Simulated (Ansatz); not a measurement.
## Mn3PtC: relaxing a made-up structure

This structure for Mn3PtC is made up. Its elements were placed in a known structure type with a cell scaled to their sizes. What cell does the guess relax to, and how far off was it?

Main program and level: Ansatz 0.2.0; DFT, PBE, plane-wave PAW, files of the set soft_1, scalar-relativistic, ferromagnetic start, cell and ions relaxed at zero pressure; PAW set soft_1, in the first sound run; inputs show where later runs differ.

## (1) Starting point

The structure is cubic, space group Pm-3m (No. 221). Conventional cell: a = 3.959 Å, b = 3.959 Å, c = 3.959 Å, α = 90.00°, β = 90.00°, γ = 90.00°. Pt has 12 Mn at 2.80 Å nearest. Nearest to Mn lie 2 C at 1.98 Å and 8 Mn at 2.80 Å and 4 Pt at 2.80 Å. Nearest to C lie 6 Mn at 1.98 Å. Farther neighbours are not listed.

Coordinates:

```cif
data_structure
_symmetry_space_group_name_H-M 'P 1'
_symmetry_Int_Tables_number 1
_cell_length_a 3.9590
_cell_length_b 3.9590
_cell_length_c 3.9590
_cell_angle_alpha 90.000
_cell_angle_beta 90.000
_cell_angle_gamma 90.000
_cell_volume 62.05
loop_
_atom_site_label
_atom_site_type_symbol
_atom_site_fract_x
_atom_site_fract_y
_atom_site_fract_z
_atom_site_occupancy
Pt1 Pt 0.00000 0.00000 0.00000 1
Mn2 Mn 0.50000 0.50000 0.00000 1
Mn3 Mn 0.50000 0.00000 0.50000 1
Mn4 Mn 0.00000 0.50000 0.50000 1
C5 C 0.50000 0.50000 0.50000 1
```

## (2) Relaxing cell and atoms

The guessed cell has no reason to be at equilibrium. It is relaxed with the atoms, within the space group of the guess.

Input file input.yaml:

```yaml
crystal:
  lattice:
    - [3.959, 0.0, 0.0]
    - [0.0, 3.959, 0.0]
    - [0.0, 0.0, 3.959]
  atoms:
    - { symbol: Pt, position: [0.0, 0.0, 0.0] }
    - { symbol: Mn, position: [0.5, 0.5, 0.0], spin: 4.0 }
    - { symbol: Mn, position: [0.5, 0.0, 0.5], spin: 4.0 }
    - { symbol: Mn, position: [0.0, 0.5, 0.5], spin: 4.0 }
    - { symbol: C, position: [0.5, 0.5, 0.5] }
magnetization:
  spin_polarized: true
kpoints:
  mp_grid: { grid: [7, 7, 7] }
scf:
  occupations: { method: fermi_dirac, width: 0.05 }
hamiltonian:
  xc: pbe
  pseudopotentials: { kind: paw, azcp: { folder: soft_1 } }
relax:
  f_tol: 0.015
  max_steps: 70
  cell: {}
output:
  forces: true
  stress: true
```

On the command line:

```
> ansatz run input.yaml --threads 4 --pin off --max-ram 8192MiB --backend cpu --events-out ev --progress --plain --runs-dir out
```

Numbers of over 12 decimals in the logs are rounded to 6 here.

The program printed:

```text
Engine: ansatz 0.2.0, x86_64-unknown-linux-gnu
Pseudopotentials: kind: paw
Pseudopotential: Pt, paw, valence charge 18, recommended cutoff 420 eV (normal), soft_1/Pt.paw.azcp
Pseudopotential: Mn, paw, valence charge 15, recommended cutoff 420 eV (normal), soft_1/Mn.paw.azcp
Pseudopotential: C, paw, valence charge 4, recommended cutoff 420 eV (normal), soft_1/C.paw.azcp
Functional definition: PBE
  parameter kappa = 0.804
  parameter beta = 0.066725
  exchange = pbe_x(kappa = kappa, mu = beta*pi^2/3)
  correlation = pbe_c(beta = beta)
Crystal: 5 atoms, lattice volume = 62.052 Å³
Basis set: ecut = 420 eV, 1213 PW (Γ), exchange–correlation on 54×54×54 points (8 copies of the dense FFT grid, shifted against one another)
Bands: 48, of which v1, the nominal top of the filled ones, is band 34 counted from 1 (33 counted from 0)
Symmetry: 48 space group operations
Space group: Pm-3m (ITA 221), of the structure as read, at distance tolerance 4.0e-5 Å
Magnetic group: BNS 221.92 (UNI 1594), of the structure as read, at distance tolerance 4.0e-5 Å
k-points: 20 of 343
Non-local potential: Pt, projectors of the file, l = 0: 3, l = 1: 2, l = 2: 2, l = 3: 1
Non-local potential: Mn, projectors of the file, l = 0: 3, l = 1: 2, l = 2: 3, l = 3: 1
Non-local potential: C, projectors of the file, l = 0: 2, l = 1: 2, l = 2: 1
PAW form: soft (Blöchl's): semilocal exchange-correlation on the pseudo side does not see the compensation charge
PAW one-centre angular grid: Pt, 590 points (default); XC on 64 Gauss nodes
PAW one-centre angular grid: Mn, 590 points (default); XC on 64 Gauss nodes
PAW one-centre angular grid: C, 110 points (default); XC on 64 Gauss nodes
Initial density: superposition of atomic densities (chi_scale 0.1, normalization cell, long waves kept (reshape's long-wave potential 0.00 eV rms))
Starting moments: Σ|m| = 12 μB on 3 of 5 sites
Initial wavefunctions: pseudopotential atomic-orbital guess
Functional: x = pbe(κ = 0.804, μ = 0.219515), c = pbe(β = 0.066725)
SCF iter   1: F=—  HF=-24474.697824 eV  |F-HF|=—  |Δ(HF+E_count)|=         —  Δρ=1.10e-1 (↑9.27e-2 ↓1.10e-1)  dr2=4.88e1  dr2_m=4.65e-1  M=9.878 μB ∫|m|=10.407 μB  β_m=0.30  ethr=3.10e-3  ⟨swp⟩=6.1  Hψ=6257  notcnv=0  defer=1
Mixer restart at iter 1: flushing history
preconditioner: auto → Kerker (q_TF=auto, 2.763 Å⁻¹)  [metal: Δε(μ)=0.006 eV  Ē_g=8.728 eV  σ=0.050 eV  W_gap=0.03  n_scr=26 (ndim 8)  ℏωp=27.9 eV  f_vac=0.000  D(μ)=4.18/eV (n_scr^D=32)]
spin=Collinear: Kerker preconditioning applied to the charge; magnetization (m = ρ↑ − ρ↓) channel mixes plain (no charge-response kernel on spin).
SCF iter   2: F=—  HF=-24472.119167 eV  |F-HF|=—  |Δ(HF+E_count)|=    2.58e0  Δρ=5.10e-2 (↑3.04e-2 ↓5.10e-2)  dr2=6.99e0  dr2_m=3.34e-1  M=10.093 μB ∫|m|=10.535 μB  β_m=0.38  ethr=3.10e-3  ⟨swp⟩=2.6  Hψ=3917  notcnv=0  defer=159
SCF iter   3: F=—  HF=-24471.939401 eV  |F-HF|=—  |Δ(HF+E_count)|=   1.80e-1  Δρ=2.85e-2 (↑1.86e-2 ↓2.85e-2)  dr2=4.72e-1  dr2_m=2.39e-1  M=9.741 μB ∫|m|=10.406 μB  β_m=0.59  ethr=3.10e-3  ⟨swp⟩=2.0  Hψ=2738  notcnv=0  defer=160
SCF iter   4: F=—  HF=-24472.353446 eV  |F-HF|=—  |Δ(HF+E_count)|=   4.14e-1  Δρ=1.89e-2 (↑1.82e-2 ↓1.89e-2)  dr2=9.95e-2  dr2_m=1.79e-1  M=9.178 μB ∫|m|=10.028 μB  β_m=0.80  ethr=7.05e-4  ⟨swp⟩=2.3  Hψ=3041  notcnv=0  defer=164
SCF iter   5: F=—  HF=-24472.518183 eV  |F-HF|=—  |Δ(HF+E_count)|=         —  Δρ=8.76e-3 (↑7.32e-3 ↓8.76e-3)  dr2=1.54e-2  dr2_m=3.53e-2  M=8.725 μB ∫|m|=9.567 μB  β_m=0.80  ethr=1.49e-4  ⟨swp⟩=2.0  Hψ=3141  notcnv=0  defer=160
Mixer restart at iter 5: flushing history
SCF iter   6: F=—  HF=-24472.516158 eV  |F-HF|=—  |Δ(HF+E_count)|=   2.03e-3  Δρ=6.25e-3 (↑6.25e-3 ↓1.56e-3)  dr2=1.29e-2  dr2_m=7.36e-3  M=8.699 μB ∫|m|=9.507 μB  β_m=0.90  ethr=2.30e-5  ⟨swp⟩=2.2  Hψ=3299  notcnv=0  defer=163
SCF iter   7: F=—  HF=-24472.518063 eV  |F-HF|=—  |Δ(HF+E_count)|=   1.91e-3  Δρ=2.29e-3 (↑2.29e-3 ↓9.67e-4)  dr2=4.56e-3  dr2_m=3.19e-4  M=8.719 μB ∫|m|=9.527 μB  β_m=0.78  ethr=1.92e-5  ⟨swp⟩=2.0  Hψ=3628  notcnv=0  defer=163
SCF iter   8: F=—  HF=-24472.515340 eV  |F-HF|=—  |Δ(HF+E_count)|=   2.72e-3  Δρ=4.15e-4 (↑4.00e-4 ↓4.15e-4)  dr2=3.96e-4  dr2_m=3.40e-6  M=8.708 μB ∫|m|=9.509 μB  β_m=0.89  ethr=6.80e-6  ⟨swp⟩=2.0  Hψ=3388  notcnv=0  defer=163
SCF iter   9: F=—  HF=-24472.515389 eV  |F-HF|=—  |Δ(HF+E_count)|=   4.90e-5  Δρ=1.56e-4 (↑1.56e-4 ↓1.18e-4)  dr2=3.96e-5  dr2_m=4.54e-7  M=8.709 μB ∫|m|=9.512 μB  β_m=0.94  ethr=5.91e-7  ⟨swp⟩=2.3  Hψ=2696  notcnv=0  defer=161
SCF iter  10: F=—  HF=-24472.515253 eV  |F-HF|=—  |Δ(HF+E_count)|=   1.36e-4  Δρ=4.81e-5 (↑4.81e-5 ↓3.71e-5)  dr2=4.03e-6  dr2_m=4.60e-8  M=8.709 μB ∫|m|=9.512 μB  β_m=0.97  ethr=5.91e-8  ⟨swp⟩=2.0  Hψ=2554  notcnv=0  defer=163
SCF iter  11: F=—  HF=-24472.515252 eV  |F-HF|=—  |Δ(HF+E_count)|=   8.76e-7  Δρ=1.79e-5 (↑1.79e-5 ↓1.61e-5)  dr2=6.70e-7  dr2_m=3.03e-9  M=8.709 μB ∫|m|=9.511 μB  β_m=0.99  ethr=6.01e-9  ⟨swp⟩=2.0  Hψ=2614  notcnv=0  defer=163
SCF iter  12: F=—  HF=-24472.515252 eV  |F-HF|=—  |Δ(HF+E_count)|=   1.31e-7  Δρ=7.91e-6 (↑7.91e-6 ↓5.24e-6)  dr2=1.01e-7  dr2_m=1.30e-9  M=8.709 μB ∫|m|=9.511 μB  β_m=0.99  ethr=1.00e-9  ⟨swp⟩=1.9  Hψ=2455  notcnv=0  defer=163
SCF iter  13: F=—  HF=-24472.515252 eV  |F-HF|=—  |Δ(HF+E_count)|=   1.20e-9  Δρ=1.43e-6 (↑1.43e-6 ↓1.23e-6)  dr2=6.08e-9  dr2_m=7.50e-11  M=8.709 μB ∫|m|=9.511 μB  β_m=1.00  ethr=1.51e-10  ⟨swp⟩=2.0  Hψ=2617  notcnv=0  defer=163
SCF iter  14: F=-24472.515252 eV  HF=-24472.515252 eV  |F-HF|=1.46e-9  |Δ(HF+E_count)|=  1.53e-10  Δρ=8.66e-7 (↑5.27e-7 ↓8.66e-7)  dr2=1.74e-9  dr2_m=2.29e-11  M=8.709 μB ∫|m|=9.511 μB  ethr=9.07e-12  ⟨swp⟩=1.0  Hψ=4564  notcnv=0
SCF 1 converged in 14 iterations: F = -24472.515252 eV  dr2 = 1.74e-9
  greatest PAW one-centre occupation: 1.001 electrons in one spin orbital (limit 2), on the Mn atom at site 3 (counted from 0), in its partial waves of l = 1
relax step   1: F+E_penalty+E_count = -24472.51525210 eV  Δ(F+E_penalty+E_count) = +0.000e0 eV  max|allowed force component| = 2.947e-28 eV/Å  Δτ_max = 0.0000 Å  P = -4.556 GPa  Ω = 62.052 Å³  (14 SCF iters, dr2 threshold 1.00e-7 eV, accepted)
Crystal: 5 atoms, lattice volume = 60.838 Å³
Initial density: handed on by an earlier stage of this run
Starting moments: Σ|m| = 12 μB on 3 of 5 sites; this step starts from the density that it was given
Initial wavefunctions: those handed on with the density
iter 1 solved again at ethr=1.94e-5 eV; its pass at ethr=3.10e-3 eV (dr2=1.30e-2 eV) is discarded
SCF iter   1: F=—  HF=-24472.536066 eV  |F-HF|=—  |Δ(HF+E_count)|=         —  Δρ=4.47e-3 (↑4.47e-3 ↓3.75e-3)  dr2=1.29e-2  dr2_m=7.99e-3  M=8.633 μB ∫|m|=9.387 μB  β_m=0.30  ethr=1.94e-5  ⟨swp⟩=1.6  Hψ=8251  notcnv=0
preconditioner: auto → Kerker (q_TF=auto, 2.773 Å⁻¹)  [metal: Δε(μ)=0.028 eV  Ē_g=8.576 eV  σ=0.050 eV  W_gap=0.14  n_scr=26 (ndim 8)  ℏωp=28.2 eV  f_vac=0.000  D(μ)=2.44/eV (n_scr^D=18)]
spin=Collinear: Kerker preconditioning applied to the charge; magnetization (m = ρ↑ − ρ↓) channel mixes plain (no charge-response kernel on spin).
SCF iter   2: F=—  HF=-24472.537470 eV  |F-HF|=—  |Δ(HF+E_count)|=   1.40e-3  Δρ=2.84e-3 (↑2.84e-3 ↓2.81e-3)  dr2=8.10e-3  dr2_m=3.69e-3  M=8.635 μB ∫|m|=9.390 μB  β_m=0.63  ethr=1.92e-5  ⟨swp⟩=1.0  Hψ=1920  notcnv=0
SCF iter   3: F=—  HF=-24472.538501 eV  |F-HF|=—  |Δ(HF+E_count)|=   1.03e-3  Δρ=7.31e-4 (↑7.31e-4 ↓4.67e-4)  dr2=6.80e-4  dr2_m=8.80e-5  M=8.630 μB ∫|m|=9.387 μB  β_m=0.65  ethr=1.21e-5  ⟨swp⟩=2.0  Hψ=2984  notcnv=0
SCF iter   4: F=—  HF=-24472.538354 eV  |F-HF|=—  |Δ(HF+E_count)|=   1.47e-4  Δρ=4.32e-4 (↑4.32e-4 ↓2.53e-4)  dr2=2.35e-4  dr2_m=1.76e-5  M=8.634 μB ∫|m|=9.392 μB  β_m=0.72  ethr=1.01e-6  ⟨swp⟩=2.4  Hψ=2810  notcnv=0
SCF iter   5: F=—  HF=-24472.538497 eV  |F-HF|=—  |Δ(HF+E_count)|=   1.44e-4  Δρ=1.18e-4 (↑1.07e-4 ↓1.18e-4)  dr2=2.38e-5  dr2_m=9.09e-7  M=8.633 μB ∫|m|=9.392 μB  β_m=0.86  ethr=3.50e-7  ⟨swp⟩=2.1  Hψ=2545  notcnv=0
SCF iter   6: F=—  HF=-24472.538520 eV  |F-HF|=—  |Δ(HF+E_count)|=   2.23e-5  Δρ=2.90e-5 (↑2.90e-5 ↓2.66e-5)  dr2=1.88e-6  dr2_m=1.38e-8  M=8.633 μB ∫|m|=9.392 μB  β_m=0.93  ethr=3.55e-8  ⟨swp⟩=2.0  Hψ=2869  notcnv=0
SCF iter   7: F=—  HF=-24472.538520 eV  |F-HF|=—  |Δ(HF+E_count)|=   3.24e-7  Δρ=9.01e-6 (↑9.01e-6 ↓8.05e-6)  dr2=2.53e-7  dr2_m=9.39e-10  M=8.633 μB ∫|m|=9.392 μB  β_m=0.96  ethr=2.81e-9  ⟨swp⟩=2.1  Hψ=2620  notcnv=0
SCF iter   8: F=-24472.538520 eV  HF=-24472.538520 eV  |F-HF|=4.51e-8  |Δ(HF+E_count)|=   7.80e-9  Δρ=3.79e-6 (↑3.25e-6 ↓3.79e-6)  dr2=4.93e-8  dr2_m=1.42e-10  M=8.633 μB ∫|m|=9.392 μB  ethr=3.78e-10  ⟨swp⟩=2.0  Hψ=5268  notcnv=0
SCF 2 converged in 8 iterations: F = -24472.538520 eV  dr2 = 4.93e-8
relax step   2: F+E_penalty+E_count = -24472.53851998 eV  Δ(F+E_penalty+E_count) = -2.327e-2 eV  max|allowed force component| = 1.917e-28 eV/Å  Δτ_max = 0.0000 Å  P = -0.910 GPa  Ω = 60.838 Å³  energy of the carried Pulay correction = +2.422e-3 eV  (8 SCF iters, dr2 threshold 5.00e-7 eV, accepted)
Crystal: 5 atoms, lattice volume = 60.542 Å³
iter 1 solved again at ethr=1.05e-6 eV; its pass at ethr=3.10e-3 eV (dr2=7.04e-4 eV) is discarded
SCF iter   1: F=—  HF=-24472.539671 eV  |F-HF|=—  |Δ(HF+E_count)|=         —  Δρ=1.46e-3 (↑1.46e-3 ↓8.14e-4)  dr2=7.55e-4  dr2_m=6.36e-4  M=8.608 μB ∫|m|=9.356 μB  β_m=0.65  ethr=1.05e-6  ⟨swp⟩=2.8  Hψ=7879  notcnv=0
preconditioner: auto → none  [metal: Δε(μ)=0.052 eV  Ē_g=8.613 eV  σ=0.050 eV  W_gap=0.25  n_scr=6 (ndim 8)  ℏωp=28.2 eV  f_vac=0.000  D(μ)=2.57/eV (n_scr^D=18)]
SCF iter   2: F=—  HF=-24472.539793 eV  |F-HF|=—  |Δ(HF+E_count)|=   1.22e-4  Δρ=4.97e-4 (↑4.31e-4 ↓4.97e-4)  dr2=4.21e-4  dr2_m=8.15e-6  M=8.614 μB ∫|m|=9.365 μB  β_m=0.40  ethr=1.05e-6  ⟨swp⟩=2.0  Hψ=2902  notcnv=0
SCF iter   3: F=—  HF=-24472.539789 eV  |F-HF|=—  |Δ(HF+E_count)|=   4.35e-6  Δρ=3.53e-4 (↑3.25e-4 ↓3.53e-4)  dr2=4.00e-6  dr2_m=6.28e-5  M=8.609 μB ∫|m|=9.359 μB  β_m=0.62  ethr=6.28e-7  ⟨swp⟩=2.0  Hψ=2650  notcnv=0
SCF iter   4: F=—  HF=-24472.539922 eV  |F-HF|=—  |Δ(HF+E_count)|=   1.33e-4  Δρ=1.13e-4 (↑5.06e-5 ↓1.13e-4)  dr2=1.70e-5  dr2_m=6.70e-7  M=8.608 μB ∫|m|=9.358 μB  β_m=0.64  ethr=5.97e-9  ⟨swp⟩=2.0  Hψ=3287  notcnv=0
SCF iter   5: F=—  HF=-24472.539945 eV  |F-HF|=—  |Δ(HF+E_count)|=   2.29e-5  Δρ=5.52e-5 (↑5.52e-5 ↓3.70e-5)  dr2=4.63e-6  dr2_m=5.69e-7  M=8.607 μB ∫|m|=9.356 μB  β_m=0.60  ethr=5.97e-9  ⟨swp⟩=2.0  Hψ=3265  notcnv=0
SCF iter   6: F=—  HF=-24472.539950 eV  |F-HF|=—  |Δ(HF+E_count)|=   5.25e-6  Δρ=1.26e-5 (↑1.03e-5 ↓1.26e-5)  dr2=1.81e-7  dr2_m=4.82e-8  M=8.607 μB ∫|m|=9.356 μB  β_m=0.70  ethr=5.97e-9  ⟨swp⟩=2.0  Hψ=2594  notcnv=0
SCF iter   7: F=-24472.539951 eV  HF=-24472.539951 eV  |F-HF|=1.03e-7  |Δ(HF+E_count)|=   8.42e-7  Δρ=7.95e-6 (↑6.79e-6 ↓7.95e-6)  dr2=1.22e-7  dr2_m=1.90e-9  M=8.606 μB ∫|m|=9.355 μB  ethr=2.69e-10  ⟨swp⟩=2.0  Hψ=5503  notcnv=0
SCF 3 converged in 7 iterations: F = -24472.539951 eV  dr2 = 1.22e-7
  greatest PAW one-centre occupation: 1.001 electrons in one spin orbital (limit 2), on the Mn atom at site 1 (counted from 0), in its partial waves of l = 1
relax step   3: F+E_penalty+E_count = -24472.53995106 eV  Δ(F+E_penalty+E_count) = -1.431e-3 eV  max|allowed force component| = 8.914e-30 eV/Å  Δτ_max = 0.0000 Å  P = +0.007 GPa  Ω = 60.542 Å³  energy of the carried Pulay correction = +3.018e-3 eV  (7 SCF iters, dr2 threshold 5.00e-7 eV, accepted)
Initial wavefunctions: pseudopotential atomic-orbital guess (no wavefunctions were taken with the density)
iter 1 solved again at ethr=2.55e-8 eV; its pass at ethr=3.10e-3 eV (dr2=1.71e-5 eV) is discarded
SCF iter   1: F=—  HF=-24472.536991 eV  |F-HF|=—  |Δ(HF+E_count)|=         —  Δρ=5.58e-5 (↑4.64e-5 ↓5.58e-5)  dr2=5.01e-6  dr2_m=5.14e-8  M=8.606 μB ∫|m|=9.355 μB  β_m=0.65  ethr=2.55e-8  ⟨swp⟩=4.0  Hψ=11964  notcnv=0
preconditioner: auto → none  [metal: Δε(μ)=0.050 eV  Ē_g=8.611 eV  σ=0.050 eV  W_gap=0.24  n_scr=6 (ndim 8)  ℏωp=28.2 eV  f_vac=0.000  D(μ)=2.57/eV (n_scr^D=26)]
SCF iter   2: F=—  HF=-24472.536989 eV  |F-HF|=—  |Δ(HF+E_count)|=   2.71e-6  Δρ=4.48e-5 (↑4.48e-5 ↓3.71e-5)  dr2=6.36e-6  dr2_m=4.60e-8  M=8.607 μB ∫|m|=9.356 μB  β_m=0.34  ethr=7.48e-9  ⟨swp⟩=2.0  Hψ=3110  notcnv=0
SCF iter   3: F=—  HF=-24472.536989 eV  |F-HF|=—  |Δ(HF+E_count)|=   3.97e-7  Δρ=2.01e-5 (↑1.70e-5 ↓2.01e-5)  dr2=1.90e-7  dr2_m=7.49e-9  M=8.606 μB ∫|m|=9.355 μB  β_m=0.59  ethr=7.48e-9  ⟨swp⟩=2.0  Hψ=2506  notcnv=0
SCF iter   4: F=—  HF=-24472.536991 eV  |F-HF|=—  |Δ(HF+E_count)|=   2.20e-6  Δρ=8.35e-6 (↑4.87e-6 ↓8.35e-6)  dr2=1.15e-7  dr2_m=2.24e-9  M=8.606 μB ∫|m|=9.355 μB  β_m=0.60  ethr=2.83e-10  ⟨swp⟩=2.1  Hψ=2799  notcnv=0
SCF iter   5: F=—  HF=-24472.536992 eV  |F-HF|=—  |Δ(HF+E_count)|=   2.16e-7  Δρ=6.07e-6 (↑4.85e-6 ↓6.07e-6)  dr2=3.36e-8  dr2_m=1.22e-8  M=8.606 μB ∫|m|=9.355 μB  β_m=0.78  ethr=1.72e-10  ⟨swp⟩=2.0  Hψ=2644  notcnv=0
SCF iter   6: F=—  HF=-24472.536992 eV  |F-HF|=—  |Δ(HF+E_count)|=   1.93e-7  Δρ=1.59e-6 (↑1.45e-6 ↓1.59e-6)  dr2=2.09e-9  dr2_m=7.34e-10  M=8.606 μB ∫|m|=9.355 μB  β_m=0.77  ethr=5.01e-11  ⟨swp⟩=2.0  Hψ=3140  notcnv=0
SCF iter   7: F=—  HF=-24472.536992 eV  |F-HF|=—  |Δ(HF+E_count)|=   1.75e-8  Δρ=1.13e-6 (↑1.13e-6 ↓5.45e-7)  dr2=9.83e-10  dr2_m=2.05e-10  M=8.606 μB ∫|m|=9.355 μB  β_m=0.68  ethr=3.12e-12  ⟨swp⟩=2.0  Hψ=3281  notcnv=0
SCF iter   8: F=—  HF=-24472.536992 eV  |F-HF|=—  |Δ(HF+E_count)|=  5.09e-11  Δρ=2.06e-7 (↑1.83e-7 ↓2.06e-7)  dr2=1.11e-10  dr2_m=4.06e-12  M=8.606 μB ∫|m|=9.355 μB  β_m=0.79  ethr=1.47e-12  ⟨swp⟩=2.0  Hψ=2822  notcnv=0
SCF iter   9: F=—  HF=-24472.536992 eV  |F-HF|=—  |Δ(HF+E_count)|=  2.55e-10  Δρ=3.40e-8 (↑3.40e-8 ↓3.11e-8)  dr2=6.00e-13  dr2_m=3.81e-13  M=8.606 μB ∫|m|=9.355 μB  β_m=0.89  ethr=1.00e-12  ⟨swp⟩=2.0  Hψ=2402  notcnv=0
SCF iter  10: F=-24472.536992 eV  HF=-24472.536992 eV  |F-HF|=3.64e-12  |Δ(HF+E_count)|=  7.28e-12  Δρ=2.43e-8 (↑2.43e-8 ↓1.72e-8)  dr2=1.33e-12  dr2_m=1.04e-14  M=8.606 μB ∫|m|=9.355 μB  ethr=1.00e-12  ⟨swp⟩=2.0  Hψ=5027  notcnv=0
SCF 4 converged in 10 iterations: F = -24472.536992 eV  dr2 = 1.33e-12
  greatest PAW one-centre occupation: 1.001 electrons in one spin orbital (limit 2), on the Mn atom at site 2 (counted from 0), in its partial waves of l = 1
relax step   4: F+E_penalty+E_count = -24472.53699175 eV  Δ(F+E_penalty+E_count) = +2.959e-3 eV  max|allowed force component| = 1.659e-29 eV/Å  Δτ_max = 0.0000 Å  P = -0.022 GPa  Ω = 60.542 Å³  stress off target by 2.21e-2 GPa  SCF on the basis re-selected at this cell (its energy is not comparable with the rows above)  (10 SCF iters)
basis re-selected at this cell: Δ(F+E_penalty+E_count) = +2.959e-3 eV, ΔP = -0.029 GPa vs the last step (what re-selecting the basis moved, of the pressure what is left beyond the Pulay correction that the steps carried, after the strain that the cell walked since its last selection, with what the two solves' SCF thresholds leave and, on support functions, any second-order correction that the steps lacked; it is no m [...]
an SCF from ferrimagnetic starting moments (0.00, 4.00, 4.00, -4.00, 0.00 Bohr magnetons, atom by atom) was not made, so that it is not known whether that order lies lower: the deck asks for what bars it, or types moments that do (magnetization.spin_polarized, in the input reference, names some of the keys), or the run goes by scf.lower_state_search: light, the default, which as a rule tries one only behind a close t [...]
SCF converged after 10 iterations
Magnetization: 8.6062 μB (37.8031 up, 29.1969 down)
Absolute magnetization: 9.3568 μB (∫|ρ↑−ρ↓|, with the PAW one-centre terms)
Spin contamination: 0.2204 ħ² per cell (⟨S²⟩ above its minimum at these occupations)
Per-site moments (μB) at R_I (Å): [(0.396759, 1.145325), (2.492389, 0.809867), (2.492389, 0.809867), (2.492389, 0.809867), (-0.219564, 0.809867)]
Free energy (F): -24472.536992 eV
Harris-Foulkes:  -24472.536992 eV  (|F-HF|=3.64e-12)
Internal energy: -24472.513988 eV  (E = F + TS)
E sigma→0 (E₀):  -24472.525490 eV
Entropy (-TS):   -0.023004 eV (-4.601 meV/atom)
Fermi energy:    17.536591 eV
--- Per-component energies (eV) ---
  E_band       = -790.510606
  E_kinetic    = 1636.279715
  E_local      = -7712.629893  (includes V_loc(G=0)·N_el)
  E_nonlocal   = 1600.957063
  E_hartree    = 2903.209545
  E_xc         = -607.542921
  E_vxc        = -749.017187  (∫ρ·V_xc dr)
  E_paw        = -13564.978518  (= ΣΔE_a)
  E_vpaw       = -1372.520890  (= ΣTr[D̂ρ^β])
  E_aug_tail   = 0.001426  (compensation charges beyond the density's cutoff)
  E_ewald      = -8727.810405
  E_smearing   = -0.023004  (= −TS)
  E_closure    = -0.000000  (closes the sum)
  Σ components = -24472.536992   (vs F -24472.536992, Δ=0.00e0)
--- Forces (eV/Å), atoms counted from 1 ---
  atom   1  Pt     0.00000000    -0.00000000    -0.00000000
  atom   2  Mn    -0.00000000    -0.00000000     0.00000000
  atom   3  Mn    -0.00000000    -0.00000000     0.00000000
  atom   4  Mn    -0.00000000     0.00000000     0.00000000
  atom   5  C      0.00000000     0.00000000     0.00000000
  max |Σ_I F_I| component: 2.22e-29 eV/Å
--- Stress (GPa, compression-positive) ---
       -0.022129       0.000000      -0.000000
        0.000000      -0.022129      -0.000000
       -0.000000      -0.000000      -0.022129
  P = ⅓ Tr σ = -0.0221 GPa (-0.221 kbar)
--- Relaxed structure (3 steps of the walk, 3 accepted, 1 SCFs on fresh bases) ---
  F+E_penalty+E_count = -24472.53699175 eV   max|allowed force component| = 1.659e-29 eV/Å   (the final SCF, on the basis selected at the relaxed cell)
  cell:  # Å, volume = 60.5424 Å³
    - [3.926629, 0, 0]
    - [0, 3.926629, 0.0]
    - [0, 0, 3.926629]
  atoms:
    - { symbol: Pt, position: [0, 0, 0] }
    - { symbol: Mn, position: [0.5, 0.5, 0] }
    - { symbol: Mn, position: [0.5, 0, 0.5] }
    - { symbol: Mn, position: [0, 0.5, 0.5] }
    - { symbol: C, position: [0.5, 0.5, 0.5] }
```

Elapsed: 14 s, on 4 threads of Intel Xeon Platinum 8259CL at 2.50GHz (Skylake/Cascade Lake), shared host; peak memory 0.51 GiB.

(Continued in part 2 of 2.)

[Logs are printed without paths, hosts, clocks, repeated set-up lines and the standing remarks that a program may print on its own settings, such as how far it seeks lower states.]

[Hosts, paths, dates, database ids (printed as entryN), source tags and the programs' standing remarks are cut or masked in the printed files.]
